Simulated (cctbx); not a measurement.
# Lattice, Laue class and space group of a new crystal

Cell: a = 5.9690 Å, b = 5.9690 Å, c = 3.6400 Å, α = 90.00°, β = 90.00°, γ = 120.00°. Expected content of the cell: As3 Cr3 Be3.

The data are simulated with cctbx, not measured: Mo Kα, λ = 0.71073 Å, to d = 0.6 Å, 80 % of the full sphere, strongest reflection 5000 counts, noise from counting, a 2 % proportional error and a noise floor of 8 counts (s.d.); no absorption.

Tests on the unmerged data give:

```text
1700 reflections to d = 0.603 A
centring   violations  <I/sigma> of those
    A        656 of   846     10.8
    B        674 of   850     11.1
    C        672 of   846     11.0
    I        674 of   853     10.9
    R        960 of  1173     11.1
    F       1001 of  1271     11.0
Laue class    unique    Rint  (classes that these axes allow; Friedel mates merged)
P -1             1021   0.050
P 1 1 2/m         600   0.053
P -3              360   0.056
P -3 1 m          206   0.059
P -3 m 1          223   0.058
P 6/m             205   0.059
P 6/m m m         137   0.060
space group    extra absences  I>4sigma  <I/sigma>
P 6 2 2                 0          0         -  acentric
P 6 m m                 0          0         -  acentric
P -6 m 2                0          0         -  acentric
P -6 2 m                0          0         -  acentric
P 6/m m m               0          0         -  centric
Wilson B = 0.21 A^2   <|E^2-1|> = 0.658 (0.968 centric, 0.736 acentric)   E^2>4: 1.5 %
shell (A)         n   <I/sigma>
 5.17 - 1.20     24     42.8
 1.20 - 0.95     19     45.9
 0.95 - 0.83     17     28.9
 0.83 - 0.76     16     38.6
 0.76 - 0.70     16     27.9
 0.70 - 0.66     16     24.2
 0.66 - 0.63     16     24.7
 0.63 - 0.60     13     27.3
```

**Question.** What are the lattice type, the Laue class and the likely space group?

Every centring test has many violations, so the lattice is primitive.

Rint stays low (0.050 to 0.060) up to P 6/m m m, the highest class in these axes. It includes Bijvoet differences, since Friedel mates are merged.

5 settings pass the absence test. No glide or screw absences show, which leaves P 6 2 2, P 6 m m, P -6 m 2, P -6 2 m and P 6/m m m.

⟨|E²−1|⟩ = 0.658 leans to a non-centrosymmetric structure, or to twinning, which lowers it. The Wilson B of 0.21 Å² means U ≈ 0.0027 Å².

The true group is P-62m (no. 189), Laue class 6/mmm, non-centrosymmetric. The tables only narrow the choice to the tied entries; cell content, site symmetry and trial solutions must settle it.

The model is made up (kin elements in a known structure type, no relaxation), so it says nothing on whether the phase exists.

[Logs are printed without paths, hosts, clocks, repeated set-up lines and the standing remarks that a program may print on its own settings, such as how far it seeks lower states.]
